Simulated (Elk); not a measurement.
# E(M) of Ni3Pt

Aim: the energy of Ni3Pt as a function of its total spin moment.

Calculated with Elk 11.2.3 (patched build); LDA (Perdew-Wang); all-electron APW+lo, Dirac cores, scalar-relativistic bands.

### Step 1. Starting point

It takes space group Pm-3m (No. 221, cubic). The conventional cell has a = 3.625 Å, b = 3.625 Å, c = 3.625 Å, α = 90.00°, β = 90.00°, γ = 90.00°. Ni has 8 Ni at 2.56 Å and 4 Pt at 2.56 Å nearest. Nearest to Pt lie 12 Ni at 2.56 Å. Farther neighbours are not listed.

The cell comes from a database of computed structures and need not be the stable phase.

### Step 2. Unconstrained state

The free run shows where the moment settles by itself and gives the state from which the held runs start.

The last three numbers of an atom's line are a seed field in its sphere. It points against the wanted moment and shrinks by the factor reducebf each loop.

Input file elk.in:

```
tasks
  0

xctype
  3

rgkmax
  7.0

nempty
  12

swidth
  0.003

reducebf
  0.5

epsengy
  1e-05

maxscl
  120

lmaxi
  2

spinpol
  .true.

sppath
  './'

avec
  6.84943855351 0.00000000000 0.00000000000
  0.00000000000 6.84943855351 0.00000000000
  0.00000000000 0.00000000000 6.84943855351

atoms
  2
  'Ni.in'
  3
  0.5000000000 0.0000000000 0.5000000000   0.000000 0.000000 -0.075000
  0.0000000000 0.5000000000 0.5000000000   0.000000 0.000000 -0.075000
  0.5000000000 0.5000000000 0.0000000000   0.000000 0.000000 -0.075000
  'Pt.in'
  1
  0.0000000000 0.0000000000 0.0000000000   0.000000 0.000000 0.000000

ngridk
  8 8 8
```

Launch:

```console
$ OMP_NUM_THREADS=2 elk
```

Numbers of over 12 decimals in the logs are rounded to 6 here.

The log of the run:

```text
Warning(gndstate): core states of species 1 leak from the muffin-tin :   0.7831936291E-03
Warning(gndstate): core states of species 2 leak from the muffin-tin :   0.4937576735E-03

--- INFO.OUT ---
┌─────────────────────────┐
│ Elk code version 11.2.3 │
└─────────────────────────┘

All units are atomic (Hartree, Bohr, etc.)

┌─────────────────────────────────────────────────┐
│ Ground-state run starting from atomic densities │
└─────────────────────────────────────────────────┘

Lattice vectors :
   6.849438554       0.000000000       0.000000000
   0.000000000       6.849438554       0.000000000
   0.000000000       0.000000000       6.849438554

Reciprocal lattice vectors :
  0.9173285165       0.000000000       0.000000000
   0.000000000      0.9173285165       0.000000000
   0.000000000       0.000000000      0.9173285165

Unit cell volume      :    321.3400981
Brillouin zone volume :   0.7719242477

Muffin-tin inner radius fraction :   0.1000000000E-01

Nuclei treated as point charges

Species : 1 (Ni)
 parameters loaded from : Ni.in
 name : nickel
 nuclear charge    :   -28.00000000
 electronic charge :    28.00000000
 atomic mass :    106991.5231
 muffin-tin radius :    2.212285130
 number of radial points in muffin-tin :    497
 inner part over the whole radius :   0.9870561980E-02
 number on inner part of muffin-tin    :    350
 approximate nuclear radius :   0.7325707712E-04
 number of mesh points to nuclear radius :    169
 atomic positions (lattice), magnetic fields (Cartesian) :
  1 :   0.50000000  0.00000000  0.50000000    0.00000000  0.00000000 -0.07500000
  2 :   0.00000000  0.50000000  0.50000000    0.00000000  0.00000000 -0.07500000
  3 :   0.50000000  0.50000000  0.00000000    0.00000000  0.00000000 -0.07500000

Species : 2 (Pt)
 parameters loaded from : Pt.in
 name : platinum
 nuclear charge    :   -78.00000000
 electronic charge :    78.00000000
 atomic mass :    355605.4401
 muffin-tin radius :    2.580999318
 number of radial points in muffin-tin :    697
 inner part over the whole radius :   0.9827891856E-02
 number on inner part of muffin-tin    :    499
 approximate nuclear radius :   0.1029052813E-03
 number of mesh points to nuclear radius :    263
 atomic positions (lattice), magnetic fields (Cartesian) :
  1 :   0.00000000  0.00000000  0.00000000    0.00000000  0.00000000  0.00000000

Total number of atoms per unit cell :    4
Total muffin-tin volume :    208.0807063
 ratio of muffin-tin to unit cell volume :   0.6475404332

Spin treatment :
 spin-polarised
 global magnetic field (Cartesian) :    0.000000000       0.000000000       0.000000000
 collinear magnetisation in z-direction

Number of Bravais lattice symmetries :   48
Number of crystal symmetries         :   48
Crystal has inversion symmetry
Real symmetric eigensolver will be used

k-point grid :      8     8     8
k-point offset :    0.000000000       0.000000000       0.000000000
k-point set is reduced with full crystal symmetry group
Total number of k-points :       35

Muffin-tin radius times maximum |G+k| :    7.000000000
 using average radius
Maximum |G+k| for APW functions       :    3.037583135
Maximum (1/2)|G+k|²                   :    4.613455650
Maximum |G| for potential and density :    12.00000000
Constant for pseudocharge density :    8
 order of it for each species :   15  15
 order of it for pair densities of each species (exact exchange by exxq0 0: 15) :    9  12
Radial integration step length :    1

G-vector grid sizes :     27    27    27
Number of G-vectors :     9435

Maximum angular momentum used for
 APW functions            :    8
 outer part of muffin-tin :    6
 inner part of muffin-tin :    2

Total nuclear charge    :   -162.0000000
Total core charge       :    84.00000000
Total valence charge    :    78.00000000
Total excess charge     :    0.000000000
Total electronic charge :    162.0000000

Effective Wigner radius, rₛ :   0.7794479144

Number of empty states         :     48
Total number of valence states :    176
Total number of core states    :     84

Third-order local-orbitals added for an l without core states : T
Total number of local-orbitals :    104

Exchange-correlation functional :      3     0     0
 Perdew-Wang/Ceperley-Alder, Phys. Rev. B 45, 13244 (1992)
 gradient requirement :    0
 local density approximation (LDA)

Smearing type :    3
 Fermi-Dirac
Smearing width :   0.3000000000E-02
Effective electronic temperature (K) :    947.3250744

Mixing type :    3
 Broyden mixing, J. Phys. A: Math. Gen. 17, L317 (1984)

Kohn-Sham potential initialised from atomic data

┌──────────────────────────────┐
│ Self-consistent loop started │
└──────────────────────────────┘

┌─────────────────┐
│ Loop number : 1 │
└─────────────────┘

Energies :
 Fermi                       :     0.209336
 sum of occupied eigenvalues :     -13952.892328547
 electron kinetic            :      25707.533658510
 core electron kinetic       :      24413.234356173
 Coulomb                     :     -48168.537098658
 Coulomb potential           :     -38984.440546339
 nuclear-nuclear             :     -2504.5107449822
 electron-nuclear            :     -52416.527290007
 Hartree                     :      6752.5009363306
 Madelung                    :     -28676.316825489
 xc potential                :     -675.81793221107
 xc effective B-field        :    -0.54594262261911E-01
 external B-field            :      0.000000
 exchange                    :     -514.73355846079
 correlation                 :     -15.521883632402
 electron entropic           :    -0.40928972293669E-02
 total energy                :     -22991.262975139
 (external B-field energy excluded from total)

Density of states at Fermi energy :    137.4996162
 (states/Hartree/unit cell)

Estimated indirect band gap :   0.1418691820E-02
 from k-point 6 to k-point 17
Estimated direct band gap   :   0.1770116528E-02
 at k-point 17

Charges :
 core                        :    84.00000000
 valence                     :    78.00000000
 interstitial                :    4.610230568
 muffin-tins (core leakage)
  species : 1 (Ni)
   atom 1                    :    27.38956542     (  0.7838355009E-03)
   atom 2                    :    27.38956542     (  0.7838355009E-03)
   atom 3                    :    27.38956542     (  0.7838355009E-03)
  species : 2 (Pt)
   atom 1                    :    75.22107318     (  0.5700735873E-03)
 total in muffin-tins        :    157.3897694
 total calculated charge     :    161.9955807
 total charge                :    162.0000000
 error                       :   0.4419258185E-02

Moments :
 interstitial                :  -0.1497592418
 muffin-tins
  species : 1 (Ni)
   atom 1                    :   0.8553260936
   atom 2                    :   0.8553260936
   atom 3                    :   0.8553260936
  species : 2 (Pt)
   atom 1                    :   0.4015164033
 total in muffin-tins        :    2.967494684
 total moment                :    2.817735442

┌─────────────────┐
│ Loop number : 2 │
└─────────────────┘

Energies :
 Fermi                       :     0.210373
 sum of occupied eigenvalues :     -13953.128652291
 electron kinetic            :      25707.115534063
 core electron kinetic       :      24413.017922387
 Coulomb                     :     -48168.697443140
 Coulomb potential           :     -38982.127943421
 nuclear-nuclear             :     -2504.5107449822
 electron-nuclear            :     -52419.273288338
 Hartree                     :      6755.0865901808
 Madelung                    :     -28677.633471429
 xc potential                :     -677.94184709981
 xc effective B-field        :    -0.60126949637691E-01
 external B-field            :      0.000000
 exchange                    :     -514.66435857683
 correlation                 :     -15.519408999303
 electron entropic           :    -0.41295648880208E-02
 total energy                :     -22991.769806217
 (external B-field energy excluded from total)

Density of states at Fermi energy :    139.9158960
 (states/Hartree/unit cell)

Estimated indirect band gap :   0.8116195454E-03
 from k-point 17 to k-point 23
Estimated direct band gap   :   0.2237876350E-02
 at k-point 5

Charges :
 core                        :    84.00000000
 valence                     :    78.00000000
 interstitial                :    4.611084449
 muffin-tins (core leakage)
  species : 1 (Ni)
   atom 1                    :    27.32774590     (  0.7857955511E-03)
   atom 2                    :    27.32774590     (  0.7857955511E-03)
   atom 3                    :    27.32774590     (  0.7857955511E-03)
  species : 2 (Pt)
   atom 1                    :    75.40567786     (  0.5657959483E-03)
 total in muffin-tins        :    157.3889156
 total calculated charge     :    161.9955933
 total charge                :    162.0000000
 error                       :   0.4406743383E-02

Moments :
 interstitial                :  -0.1548518353
 muffin-tins
  species : 1 (Ni)
   atom 1                    :   0.9024515375
   atom 2                    :   0.9024515375
   atom 3                    :   0.9024515375
  species : 2 (Pt)
   atom 1                    :   0.4184061264
 total in muffin-tins        :    3.125760739
 total moment                :    2.970908904

RMS change in Kohn-Sham potential (target) :   0.5277303183     (  0.1000000000E-05)
Absolute change in total energy (target)   :   0.5068310779     (  0.1000000000E-04)

[... loops 3 to 22 left out ...]

┌──────────────────┐
│ Loop number : 23 │
└──────────────────┘

Energies :
 Fermi                       :     0.323339
 sum of occupied eigenvalues :     -13940.359250713
 electron kinetic            :      25717.644359734
 core electron kinetic       :      24415.309110023
 Coulomb                     :     -48178.942138144
 Coulomb potential           :     -38954.655574292
 nuclear-nuclear             :     -2504.5107449822
 electron-nuclear            :     -52468.555964885
 Hartree                     :      6794.1245717237
 Madelung                    :     -28701.614350998
 xc potential                :     -703.32236156208
 xc effective B-field        :    -0.25674539486921E-01
 external B-field            :      0.000000
 exchange                    :     -514.78374225502
 correlation                 :     -15.524771072311
 electron entropic           :    -0.55469142210007E-02
 total energy                :     -22991.611838651
 (external B-field energy excluded from total)

Density of states at Fermi energy :    188.6431976
 (states/Hartree/unit cell)

Estimated indirect band gap :   0.3756279194E-03
 from k-point 12 to k-point 20
Estimated direct band gap   :   0.1218402744E-02
 at k-point 30

Charges :
 core                        :    84.00000000
 valence                     :    78.00000000
 interstitial                :    4.353623345
 muffin-tins (core leakage)
  species : 1 (Ni)
   atom 1                    :    26.88684280     (  0.7831936554E-03)
   atom 2                    :    26.88684280     (  0.7831936554E-03)
   atom 3                    :    26.88684280     (  0.7831936554E-03)
  species : 2 (Pt)
   atom 1                    :    76.98584826     (  0.4937576398E-03)
 total in muffin-tins        :    157.6463767
 total calculated charge     :    161.9958198
 total charge                :    162.0000000
 error                       :   0.4180179368E-02

Moments :
 interstitial                :  -0.6687649976E-01
 muffin-tins
  species : 1 (Ni)
   atom 1                    :   0.6212649475
   atom 2                    :   0.6212649475
   atom 3                    :   0.6212649475
  species : 2 (Pt)
   atom 1                    :   0.2912351921
 total in muffin-tins        :    2.155030034
 total moment                :    2.088153535

RMS change in Kohn-Sham potential (target) :   0.5541612834E-07 (  0.1000000000E-05)
Absolute change in total energy (target)   :   0.2968790795E-05 (  0.1000000000E-04)

Convergence targets achieved

┌──────────────────┐
│ Loop number : 24 │
└──────────────────┘

Energies :
 Fermi                       :     0.323339
 sum of occupied eigenvalues :     -13940.359245441
 electron kinetic            :      25717.644363873
 core electron kinetic       :      24415.309111970
 Coulomb                     :     -48178.942138423
 Coulomb potential           :     -38954.655573828
 nuclear-nuclear             :     -2504.5107449822
 electron-nuclear            :     -52468.555965428
 Hartree                     :      6794.1245719871
 Madelung                    :     -28701.614351509
 xc potential                :     -703.32236048520
 xc effective B-field        :    -0.25674886523506E-01
 external B-field            :      0.000000
 exchange                    :     -514.78374239803
 correlation                 :     -15.524771044822
 electron entropic           :    -0.55468933769296E-02
 total energy                :     -22991.611834887
 (external B-field energy excluded from total)

Density of states at Fermi energy :    188.6424877
 (states/Hartree/unit cell)

Estimated indirect band gap :   0.3755707389E-03
 from k-point 12 to k-point 20
Estimated direct band gap   :   0.1218203875E-02
 at k-point 30

Charges :
 core                        :    84.00000000
 valence                     :    78.00000000
 interstitial                :    4.353623485
 muffin-tins (core leakage)
  species : 1 (Ni)
   atom 1                    :    26.88684269     (  0.7831936291E-03)
   atom 2                    :    26.88684269     (  0.7831936291E-03)
   atom 3                    :    26.88684269     (  0.7831936291E-03)
  species : 2 (Pt)
   atom 1                    :    76.98584845     (  0.4937576735E-03)
 total in muffin-tins        :    157.6463765
 total calculated charge     :    161.9958198
 total charge                :    162.0000000
 error                       :   0.4180179664E-02

Moments :
 interstitial                :  -0.6687774786E-01
 muffin-tins
  species : 1 (Ni)
   atom 1                    :   0.6212688264
   atom 2                    :   0.6212688264
   atom 3                    :   0.6212688264
  species : 2 (Pt)
   atom 1                    :   0.2912368523
 total in muffin-tins        :    2.155043331
 total moment                :    2.088165584

┌──────────────────────────────┐
│ Self-consistent loop stopped │
└──────────────────────────────┘

Warning : core states of species 1 leak from the muffin-tin :   0.7831936291E-03

Warning : core states of species 2 leak from the muffin-tin :   0.4937576735E-03

Wrote STATE.OUT
```

It took 3.5 min on 2 threads of Arm Neoverse V2, shared host; peak memory 0.21 GiB; 6.8 min of CPU time.

Spin moment in the muffin-tin sphere by atom:

| atom | spin moment in the muffin-tin sphere (μB) |
| --- | --- |
| Ni1 | 0.621 |
| Ni2 | 0.621 |
| Ni3 | 0.621 |
| Pt4 | 0.291 |

This step gave:

```
density of states at the Fermi level : 6.932 states/eV/cell
moment between the spheres           : -0.06688 μB
magnetization                        : 2.088 μB
final state                          : ferromagnetic
```

After 24 cycles the largest moment stands at 0.621 μB.

[end of part 1 of 2]

[Logs and program files are shortened in this print: banners, set-up blocks, solver, clock and traceback lines can be left out without a mark of their own.]

[Logs are printed without paths, hosts, clocks, repeated set-up lines and the standing remarks that a program may print on its own settings, such as how far it seeks lower states.]

[Hosts, paths, dates, database ids (printed as entryN), source tags and the programs' standing remarks are cut or masked in the printed files.]

[Where a cell is said to come from a database of computed structures, the database is the Materials Project.]
